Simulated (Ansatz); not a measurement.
**Ta(100)/ZrC(100) interface (56 atoms): support functions against a reference**

Wanted: errors and times of a linear-scaling basis for Ta(100)/ZrC(100) interface (56 atoms). A setting counts as converged where the r.m.s. difference of forces stays under 1 % of the r.m.s. force.

Main program and level: Ansatz 0.2.0; Kohn-Sham DFT, PBE, PAW (set soft_2), plane waves.

### Step 1. Set-up

The cell holds 56 atoms: 24 Ta, 16 Zr and 16 C. Cell: a = 13.619 Å, b = 6.606 Å, c = 11.983 Å, α = 90.0°, β = 90.0°, γ = 104.0°. It derives from Ta and ZrC. Bcc Ta(100), 3 repeat layers, 8 surface cells, strained -0.00 and +0.00 %; rock-salt ZrC(100), 2 layers, 8 cells, -0.57 and -0.57 %; outer planes 3.13 Å apart and 3.19 Å at the second interface of the periodic stack; not relaxed, displaced by a Gaussian of 0.02 Å. Regions: Ta, 24 atoms (24 Ta); ZrC, 32 atoms (16 Zr and 16 C).

Before any run, some limits are plain. The host structure and its lattice constant were typed by rule, without a check against the phase diagram. The levels lack spin–orbit coupling, which is large for the heavy elements here.

### Step 2. Plane-wave single point

This run is the reference for what follows, at a cutoff of 420 eV.

Contents of input.yaml:

```yaml
crystal:
  lattice:
    - [13.6186, 0.0, 0.0]
    - [-1.60219, 6.40876, 0.0]
    - [0.0, 0.0, 11.98281]
  atoms:
    - { symbol: Ta, position: [0.74901, 0.37477, 0.99677] }
    - { symbol: Ta, position: [0.62486, 0.56612, 0.1359] }
    - { symbol: Ta, position: [0.50093, 0.25041, 0.27668] }
    - { symbol: Ta, position: [0.74998, 0.86997, 0.00216] }
    - { symbol: Ta, position: [0.62415, 0.05885, 0.13613] }
    - { symbol: Ta, position: [0.4996, 0.74949, 0.27542] }
    - { symbol: Ta, position: [0.5014, 0.24561, 0.00285] }
    - { symbol: Ta, position: [0.3743, 0.43759, 0.13782] }
    - { symbol: Ta, position: [0.2501, 0.12537, 0.27507] }
    - { symbol: Ta, position: [0.49919, 0.74832, 0.99811] }
    - { symbol: Ta, position: [0.3747, 0.94134, 0.13519] }
    - { symbol: Ta, position: [0.24972, 0.63214, 0.27376] }
    - { symbol: Ta, position: [0.25171, 0.12551, 0.99947] }
    - { symbol: Ta, position: [0.12486, 0.3158, 0.13634] }
    - { symbol: Ta, position: [0.00019, 0.99921, 0.2739] }
    - { symbol: Ta, position: [0.24982, 0.62243, 0.99854] }
    - { symbol: Ta, position: [0.12592, 0.81284, 0.13799] }
    - { symbol: Ta, position: [0.00023, 0.50268, 0.27774] }
    - { symbol: Ta, position: [0.00089, 0.99923, 0.00341] }
    - { symbol: Ta, position: [0.87387, 0.18755, 0.13865] }
    - { symbol: Ta, position: [0.7516, 0.87649, 0.27563] }
    - { symbol: Ta, position: [0.99853, 0.50102, 0.99685] }
    - { symbol: Ta, position: [0.87694, 0.68934, 0.13717] }
    - { symbol: Ta, position: [0.74723, 0.37442, 0.27618] }
    - { symbol: Zr, position: [0.0261, 0.22567, 0.53492] }
    - { symbol: C, position: [0.90327, 0.41022, 0.53626] }
    - { symbol: Zr, position: [0.8998, 0.4202, 0.73499] }
    - { symbol: C, position: [0.02551, 0.22519, 0.7364] }
    - { symbol: Zr, position: [0.77781, 0.09793, 0.53933] }
    - { symbol: C, position: [0.65371, 0.29434, 0.53731] }
    - { symbol: Zr, position: [0.64961, 0.28629, 0.73478] }
    - { symbol: C, position: [0.77742, 0.10378, 0.73415] }
    - { symbol: Zr, position: [0.52882, 0.97774, 0.53581] }
    - { symbol: C, position: [0.40437, 0.1668, 0.53623] }
    - { symbol: Zr, position: [0.40131, 0.16464, 0.73549] }
    - { symbol: C, position: [0.52811, 0.97242, 0.73376] }
    - { symbol: Zr, position: [0.27469, 0.84729, 0.53658] }
    - { symbol: C, position: [0.15431, 0.04512, 0.53882] }
    - { symbol: Zr, position: [0.15456, 0.04146, 0.73436] }
    - { symbol: C, position: [0.27859, 0.85252, 0.73394] }
    - { symbol: Zr, position: [0.02935, 0.726, 0.5363] }
    - { symbol: C, position: [0.90296, 0.91806, 0.53624] }
    - { symbol: Zr, position: [0.90308, 0.91582, 0.72827] }
    - { symbol: C, position: [0.02816, 0.73091, 0.73317] }
    - { symbol: Zr, position: [0.77913, 0.60471, 0.53426] }
    - { symbol: C, position: [0.65175, 0.78903, 0.53514] }
    - { symbol: Zr, position: [0.65197, 0.79437, 0.73183] }
    - { symbol: C, position: [0.77622, 0.60188, 0.73449] }
    - { symbol: Zr, position: [0.52991, 0.47747, 0.53606] }
    - { symbol: C, position: [0.40325, 0.6668, 0.53693] }
    - { symbol: Zr, position: [0.40126, 0.66267, 0.73475] }
    - { symbol: C, position: [0.52816, 0.47944, 0.73386] }
    - { symbol: Zr, position: [0.27696, 0.3512, 0.53818] }
    - { symbol: C, position: [0.15131, 0.53545, 0.54106] }
    - { symbol: Zr, position: [0.15313, 0.53859, 0.73409] }
    - { symbol: C, position: [0.27836, 0.35392, 0.73422] }
kpoints:
  mp_grid: { grid: [2, 3, 2] }
hamiltonian:
  xc: pbe
scf:
  occupations: { method: fermi_dirac, width: 0.1 }
output:
  forces: true
  stress: true
  populations: true
  dos:
    method: { smearing: { sigma: 0.15 } }
    de: 0.1
    projected:
      site_lists:
        C: [C]
        Ta: [0, 1, 2, 3, 4, 5, 6, 7, 8, 9, 10, 11, 12, 13, 14, 15, 16, 17, 18, 19, 20, 21, 22, 23]
        Zr: [Zr]
        ZrC: [24, 25, 26, 27, 28, 29, 30, 31, 32, 33, 34, 35, 36, 37, 38, 39, 40, 41, 42, 43, 44, 45, 46, 47, 48, 49, 50, 51, 52, 53, 54, 55]
  eigenvalues: true
  write_density: true
  write_potential: true
  volumetric_format: npy
```

On the command line:

```
$ ansatz run input.yaml --threads 4 --pin off --max-ram 8192MiB --backend cpu --events-out ev --progress --plain --runs-dir out
```

Numbers of over 12 decimals in the logs are rounded to 6 here.

The program printed:

```text
Engine: ansatz 0.2.0, x86_64-unknown-linux-gnu
Pseudopotentials: kind: paw
Pseudopotential: Ta, paw, valence charge 13, recommended cutoff 420 eV (normal), Ta.paw.azcp
Pseudopotential: Zr, paw, valence charge 12, recommended cutoff 420 eV (normal), Zr.paw.azcp
Pseudopotential: C, paw, valence charge 4, recommended cutoff 420 eV (normal), C.paw.azcp
[... 5 lines on functional and potentials left out ...]
Crystal: 56 atoms, lattice volume = 1045.840 Å³
Basis set: ecut = 420 eV, 20443 PW (Γ), exchange–correlation on 192×90×162 points (8 copies of the dense FFT grid, shifted against one another)
Bands: 341, of which v1, the nominal top of the filled ones, is band 284 counted from 1 (283 counted from 0)
Symmetry: 1 space group operations
Space group: P1 (ITA 1), of the structure as read, at distance tolerance 1.0e-4 Å
k-points: 8 of 12 (time reversal used)
[... 7 lines on functional and potentials left out ...]
Initial density: superposition of atomic densities (neutral atoms: chi_scale 0, normalization atom), corrected by the library's trained network
Initial wavefunctions: pseudopotential atomic-orbital guess
Functional: x = pbe(κ = 0.804, μ = 0.219515), c = pbe(β = 0.066725)
SCF iter   1: F=—  HF=-309321.229440 eV  |F-HF|=—  |Δ(HF+E_count)|=         —  Δρ=8.16e-3  dr2=6.78e0  ethr=1.77e-3  ⟨swp⟩=9.2  Hψ=12649  notcnv=0
preconditioner: auto → Kerker (q_TF=auto, 2.464 Å⁻¹)  [metal: Δε(μ)=0.016 eV  Ē_g=4.361 eV  σ=0.100 eV  W_gap=0.04  n_scr=268 (ndim 8)  ℏωp=18.1 eV  f_vac=0.000  D(μ)=48.67/eV (n_scr^D=444)]
SCF iter   2: F=—  HF=-309320.987675 eV  |F-HF|=—  |Δ(HF+E_count)|=   2.42e-1  Δρ=4.66e-3  dr2=3.03e0  ethr=1.19e-3  ⟨swp⟩=1.0  Hψ=3144  notcnv=0
SCF iter   3: F=—  HF=-309320.828285 eV  |F-HF|=—  |Δ(HF+E_count)|=   1.59e-1  Δρ=7.77e-4  dr2=3.36e-2  ethr=5.34e-4  ⟨swp⟩=1.9  Hψ=2813  notcnv=0
SCF iter   4: F=—  HF=-309320.825933 eV  |F-HF|=—  |Δ(HF+E_count)|=   2.35e-3  Δρ=2.90e-4  dr2=3.09e-3  ethr=5.91e-6  ⟨swp⟩=2.0  Hψ=3075  notcnv=0
SCF iter   5: F=—  HF=-309320.825544 eV  |F-HF|=—  |Δ(HF+E_count)|=   3.89e-4  Δρ=7.19e-5  dr2=1.16e-4  ethr=5.45e-7  ⟨swp⟩=2.0  Hψ=3610  notcnv=0
SCF iter   6: F=—  HF=-309320.825546 eV  |F-HF|=—  |Δ(HF+E_count)|=   2.59e-6  Δρ=2.12e-5  dr2=7.62e-6  ethr=2.05e-8  ⟨swp⟩=2.0  Hψ=4242  notcnv=0
SCF iter   7: F=—  HF=-309320.826738 eV  |F-HF|=—  |Δ(HF+E_count)|=   1.19e-3  Δρ=5.83e-6  dr2=5.51e-7  ethr=1.34e-9  ⟨swp⟩=2.0  Hψ=4375  notcnv=0
SCF iter   8: F=-309320.826738 eV  HF=-309320.826738 eV  |F-HF|=1.47e-8  |Δ(HF+E_count)|=   2.36e-8  Δρ=1.46e-6  dr2=4.54e-8  ethr=1.76e-11  ⟨swp⟩=16.8  Hψ=18264  notcnv=0
SCF 1 converged in 8 iterations: F = -309320.826738 eV  dr2 = 4.54e-8
  greatest PAW one-centre occupation: 1.000 electrons in one spin orbital (limit 2), on the Ta atom at site 10 (counted from 0), in its partial waves of l = 0
SCF converged after 8 iterations
Free energy (F): -309320.826738 eV
Harris-Foulkes:  -309320.826738 eV  (|F-HF|=1.47e-8)
Internal energy: -309319.264577 eV  (E = F + TS)
E sigma→0 (E₀):  -309320.045658 eV
Entropy (-TS):   -1.562161 eV (-27.896 meV/atom)
Fermi energy:    13.317159 eV
--- Per-component energies (eV) ---
  E_band       = -5493.810079
  E_kinetic    = 15381.005025
  E_local      = -33397.881145  (includes V_loc(G=0)·N_el)
  E_nonlocal   = 2022.014778
  E_hartree    = 11699.194202
  E_xc         = -8551.003909
  E_vxc        = -8841.138508  (∫ρ·V_xc dr)
  E_paw        = -250335.787705  (= ΣΔE_a)
  E_vpaw       = -4056.210905  (= ΣTr[D̂ρ^β])
  E_aug_tail   = 0.004080  (compensation charges beyond the density's cutoff)
  E_ewald      = -46136.809903
  E_smearing   = -1.562161  (= −TS)
  E_closure    = -0.000000  (closes the sum)
  Σ components = -309320.826738   (vs F -309320.826738, Δ=0.00e0)
--- Forces (eV/Å), atoms counted from 1 ---
  atom   1  Ta     0.29185235     0.42562387     0.54305355
  atom   2  Ta     0.11197949    -0.35982788     0.23438818
  atom   3  Ta    -0.26356231    -0.27416704    -0.44728233
  atom   4  Ta     0.29248874     0.33851761     0.35458038
  atom   5  Ta     0.09489144     0.25228860     0.18053112
  atom   6  Ta    -0.43098995    -0.31536502    -0.33360162
  atom   7  Ta     0.15371604     0.38819780     0.21381613
  atom   8  Ta     0.08827552     0.09307410    -0.00197427
  atom   9  Ta    -0.29279045    -0.31621011    -0.35917819
  atom  10  Ta     0.16375225     0.37488312     0.45966318
  atom  11  Ta     0.14750672    -0.31883832     0.22965623
  atom  12  Ta    -0.22592881    -0.34490358    -0.36221133
  atom  13  Ta     0.10402514     0.46029790     0.51159697
  atom  14  Ta     0.00906158    -0.18515043     0.13171884
[...]
atom  55  Zr    -0.61054621    -0.13272102     0.01493787
  atom  56  C     -0.10531647    -0.28970696    -0.11962078
  max |Σ_I F_I| component: 9.78e-5 eV/Å
--- Stress (GPa, compression-positive) ---
       -8.519217      -0.254358       2.056387
       -0.254358      -8.164708       1.864635
        2.056387       1.864635     -12.917643
  P = ⅓ Tr σ = -9.8672 GPa (-98.672 kbar)
--- Band table (eV; the first three rows and the last of 8) ---
  k-point 0: bands = ["-54.9035", "-54.8967", "-54.8884", "-54.8793", [... 325 levels ...], "15.4298", "15.5004", "15.5407", "15.5520", "15.5535", "15.5718", "15.5999", "15.6077", "15.7361", "15.7946", "15.8449", "15.8608"]
[...]
--- Löwdin populations: 56 sites ---
  site symbol       q [e]
     0     Ta     12.7618
     1     Ta     12.9470
     2     Ta     12.7521
[...]
55      C      4.7681
  spilling = 0.005762 (of n_electrons = 568.000000)
```

It took 79 s on 4 threads of Intel Xeon 6975P-C (Granite Rapids), shared host; peak memory 6.4 GiB.

In the SCF lines HF is the Harris–Foulkes energy and dr2 the Hartree energy of the density residual, in eV; the loop may stop once dr2 is under the threshold and the program's other checks hold. Hψ counts applications of the Hamiltonian.

Numbers from this run:

```
free energy                             : -309320.8267 eV
free energy per atom                    : -5523.5862 eV/atom
SCF cycles                              : 8
pressure                                : -9.867 GPa
r.m.s. force component                  : 0.2974 eV/Å
longest force                           : 1.132 eV/Å
Fermi energy                            : 13.32 eV
levels partly filled by over 2 per cent : 147
spilling of the projection              : 0.005762
```

The r.m.s. force component of 0.30 eV/Å sets the scale for the differences below.

### Step 3. Support functions medium

With localised support functions most steps grow linearly with size, though the diagonalisation grows faster unless the density matrix is cut; this run measures error and cost at this size. The level medium gives here a grid of 60×30×54 points and a radius of 3.87 Å.

This step: Kohn-Sham DFT, PBE, PAW (set soft_2), localised support functions (medium) (Ansatz 0.2.0).

input.yaml, the sections that differ from step 2:

```yaml
scf:
  occupations: { method: fermi_dirac, width: 0.1 }
  eigensolver: { kind: { support_functions: { accuracy: medium } } }
  max_iter: 150
output:
  forces: true
# crystal, kpoints, hamiltonian: as in step 2
```

The program printed:

```text
Warning: scf.eigensolver.kind.support_functions: disabling space-group detection — the functions' gradient is summed over unrotated k-points, so no spatial operation reduces the k-mesh or symmetrises the density; time reversal is kept, so that k and −k are solved as one point where they differ and the mesh holds both, and exact exchange and, on two spinor components, a DFT+U term hold to it where the run has them: [...]
settings of this run that can trade accuracy for cost: scf.eigensolver.kind.support_functions [...]
[...]
Crystal: 56 atoms, lattice volume = 1045.840 Å³
Basis set: ecut = 420 eV, 20443 PW (Γ), exchange–correlation on 192×90×162 points (8 copies of the dense FFT grid, shifted against one another)
Bands: 341, of which v1, the nominal top of the filled ones, is band 284 counted from 1 (283 counted from 0)
Symmetry: 1 space group operations
k-points: 8 of 12 (time reversal used)
[...]
Eigensolver: Support functions (medium, 60×30×54 points, laid for a spacing of at most 0.228497 Å, radius 3.865392 Å, up to 3.920449 Å in less dense regions, 3 species' potentials softened for the grid, 2 wholly corrected for its errors in the mean over positions, 3 with the egg-box correction, energy correction by stochastic trace)
[...]
SCF iter   1: F=—  HF=-309329.744725 eV  |F-HF|=—  |Δ(HF+E_count)|=         —  Δρ=7.90e-2  dr2=2.04e2  ethr=1.00e-1
[...]
SCF iter   9: F=—  HF=-309320.834677 eV  |F-HF|=—  |Δ(HF+E_count)|=   6.08e-3  Δρ=1.83e-5  dr2=6.33e-6  ethr=6.14e-9  κ⁻¹=9.4e-8(r=7)
SCF iter  10: F=-309320.839225 eV  HF=-309320.839225 eV  |F-HF|=3.41e-7  |Δ(HF+E_count)|=   4.55e-3  Δρ=5.25e-6  dr2=5.57e-7  ethr=1.12e-9
SCF 1 converged in 10 iterations: F = -309320.889418 eV  dr2 = 5.57e-7
[...]
SCF converged after 10 iterations
Stability not checked: this state was not tested for a lower state beside it, because the mixer in use, unlike msr1, does not test its closes by its own steps (another_mixer; see scf.mixing.algorithm and scf.lower_state_search)
Free energy (F): -309320.889418 eV
[...]
Internal energy: -309319.330273 eV  (E = F + TS)
E sigma→0 (E₀):  -309320.109845 eV
Entropy (-TS):   -1.559145 eV (-27.842 meV/atom)
Fermi energy:    13.317806 eV
[...]
Σ components = -309320.889418   (vs F -309320.889418, Δ=0.00e0)
--- Forces (eV/Å), atoms counted from 1 ---
  atom   1  Ta     0.29202789     0.42484575     0.54576315
  atom   2  Ta     0.11305630    -0.35948157     0.23379820
  atom   3  Ta    -0.26240951    -0.27554161    -0.45056575
  atom   4  Ta     0.29280851     0.33812084     0.35849297
[...]
atom  56  C     -0.10566875    -0.29019808    -0.12046316
  max |Σ_I F_I| component: 4.75e-3 eV/Å
--- Band table (eV; the first three rows and the last of 8) ---
[...]
guard bands above this table: 30 of the run's 341 bands (output.publish_guard_bands: true publishes all)
[...]
```

It took 64 s on 4 threads; peak memory 3 GiB; 3.9 min of CPU time.

The program notes that the band table was not solved further than the SCF left it and it switched symmetry off.

Keys that differ from the reference: support_functions.accuracy = "medium" and scf.max_iter = 150.

Forces differ from the reference by 1.8 meV/Å r.m.s., 0.61 % of their size, within a tolerance of 1 %; the energy by -1.1 meV/atom.

### Step 4. Support functions low

The level low is asked for. Here it resolves to the same grid and radius as in the run with support functions medium, so the basis is not new.

This step: Kohn-Sham DFT, PBE, PAW (set soft_2), localised support functions (low) (Ansatz 0.2.0).

input.yaml, the sections that differ from step 3:

```yaml
scf:
  occupations: { method: fermi_dirac, width: 0.1 }
  eigensolver: { kind: { support_functions: { accuracy: low } } }
  max_iter: 150
# crystal, kpoints, hamiltonian, output: as in step 3
```

The program printed:

```text
[...]
Crystal: 56 atoms, lattice volume = 1045.840 Å³
Basis set: ecut = 420 eV, 20443 PW (Γ), exchange–correlation on 192×90×162 points (8 copies of the dense FFT grid, shifted against one another)
Bands: 341, of which v1, the nominal top of the filled ones, is band 284 counted from 1 (283 counted from 0)
Symmetry: 1 space group operations
k-points: 8 of 12 (time reversal used)
[...]
Eigensolver: Support functions (low, 60×30×54 points, laid for a spacing of at most 0.228497 Å, radius 3.865392 Å, up to 3.920449 Å in less dense regions, 3 species' potentials softened for the grid, 2 wholly corrected for its errors in the mean over positions, 3 with the egg-box correction, energy correction by stochastic trace)
[...]
SCF iter   1: F=—  HF=-309329.744725 eV  |F-HF|=—  |Δ(HF+E_count)|=         —  Δρ=7.90e-2  dr2=2.04e2  ethr=1.00e-1
[...]
SCF iter   8: F=—  HF=-309320.828600 eV  |F-HF|=—  |Δ(HF+E_count)|=   8.97e-3  Δρ=4.12e-5  dr2=3.49e-5  ethr=4.90e-8  κ⁻¹=7.0e-7(r=6)
SCF iter   9: F=-309320.834673 eV  HF=-309320.834677 eV  |F-HF|=3.17e-6  |Δ(HF+E_count)|=   6.08e-3  Δρ=1.83e-5  dr2=6.33e-6  ethr=6.14e-9
SCF 1 converged in 9 iterations: F = -309320.889272 eV  dr2 = 6.33e-6
[...]
SCF converged after 9 iterations
[...]
Free energy (F): -309320.889272 eV
[...]
Internal energy: -309319.330391 eV  (E = F + TS)
E sigma→0 (E₀):  -309320.109831 eV
Entropy (-TS):   -1.558881 eV (-27.837 meV/atom)
Fermi energy:    13.317829 eV
[...]
Σ components = -309320.889272   (vs F -309320.889272, Δ=0.00e0)
--- Forces (eV/Å), atoms counted from 1 ---
  atom   1  Ta     0.29184970     0.42488713     0.54777002
  atom   2  Ta     0.11316780    -0.35933592     0.23364974
  atom   3  Ta    -0.26209266    -0.27557371    -0.45229291
  atom   4  Ta     0.29271353     0.33784047     0.36063440
[...]
atom  56  C     -0.10563348    -0.29024196    -0.12051698
  max |Σ_I F_I| component: 6.28e-3 eV/Å
--- Band table (eV; the first three rows and the last of 8) ---
[...]
```

Run time: 59 s. Hardware: 4 threads; peak memory 3 GiB.

Keys that differ from the reference: support_functions.accuracy = "low" and scf.max_iter = 150.

Forces differ from the reference by 2.9 meV/Å r.m.s., 0.96 % of their size, within a tolerance of 1 %; the energy by -1.1 meV/atom.

### Step 5. Support functions medium, radius 3.75 Å

The radius confines each support function; a larger one gives more freedom and more work per atom.

This step: Kohn-Sham DFT, PBE, PAW (set soft_2), localised support functions (medium) (Ansatz 0.2.0).

input.yaml, the sections that differ from step 4:

```yaml
scf:
  occupations: { method: fermi_dirac, width: 0.1 }
  eigensolver: { kind: { support_functions: { accuracy: medium, radius: 3.75 } } }
  max_iter: 150
# crystal, kpoints, hamiltonian, output: as in step 4
```

The program printed:

```text
[...]
Crystal: 56 atoms, lattice volume = 1045.840 Å³
Basis set: ecut = 420 eV, 20443 PW (Γ), exchange–correlation on 192×90×162 points (8 copies of the dense FFT grid, shifted against one another)
Bands: 341, of which v1, the nominal top of the filled ones, is band 284 counted from 1 (283 counted from 0)
Symmetry: 1 space group operations
k-points: 8 of 12 (time reversal used)
[...]
SCF iter   1: F=—  HF=-309328.557372 eV  |F-HF|=—  |Δ(HF+E_count)|=         —  Δρ=7.91e-2  dr2=2.06e2  ethr=1.00e-1
[...]
SCF iter   9: F=—  HF=-309320.808450 eV  |F-HF|=—  |Δ(HF+E_count)|=   8.67e-3  Δρ=1.79e-5  dr2=6.24e-6  ethr=6.13e-9  κ⁻¹=9.2e-8(r=7)
SCF iter  10: F=-309320.815001 eV  HF=-309320.815001 eV  |F-HF|=5.44e-7  |Δ(HF+E_count)|=   6.55e-3  Δρ=5.67e-6  dr2=7.91e-7  ethr=1.10e-9
SCF 1 converged in 10 iterations: F = -309320.888569 eV  dr2 = 7.91e-7
[...]
SCF converged after 10 iterations
[...]
Free energy (F): -309320.888569 eV
[...]
Internal energy: -309319.330487 eV  (E = F + TS)
E sigma→0 (E₀):  -309320.109528 eV
Entropy (-TS):   -1.558082 eV (-27.823 meV/atom)
Fermi energy:    13.318131 eV
[...]
Σ components = -309320.888569   (vs F -309320.888569, Δ=0.00e0)
--- Forces (eV/Å), atoms counted from 1 ---
  atom   1  Ta     0.29203813     0.42487855     0.54371476
  atom   2  Ta     0.11248970    -0.35957651     0.23418725
  atom   3  Ta    -0.26333547    -0.27389362    -0.44877197
  atom   4  Ta     0.29303190     0.33852154     0.35927772
[...]
atom  56  C     -0.10539898    -0.29053122    -0.12089120
  max |Σ_I F_I| component: 7.36e-3 eV/Å
--- Band table (eV; the first three rows and the last of 8) ---
[...]
```

Run time: 60 s. Hardware: 4 threads; peak memory 2.8 GiB.

Keys that differ from the reference: support_functions.accuracy = "medium", support_functions.radius = 3.75 and scf.max_iter = 150.

Forces differ from the reference by 2.1 meV/Å r.m.s., 0.70 % of their size, within a tolerance of 1 %; the energy by -1.1 meV/atom.

(Continued in part 2 of 2.)

[Logs are printed without paths, hosts, clocks, repeated set-up lines and the standing remarks that a program may print on its own settings, such as how far it seeks lower states.]

[Hosts, paths, dates, database ids (printed as entryN), source tags and the programs' standing remarks are cut or masked in the printed files.]
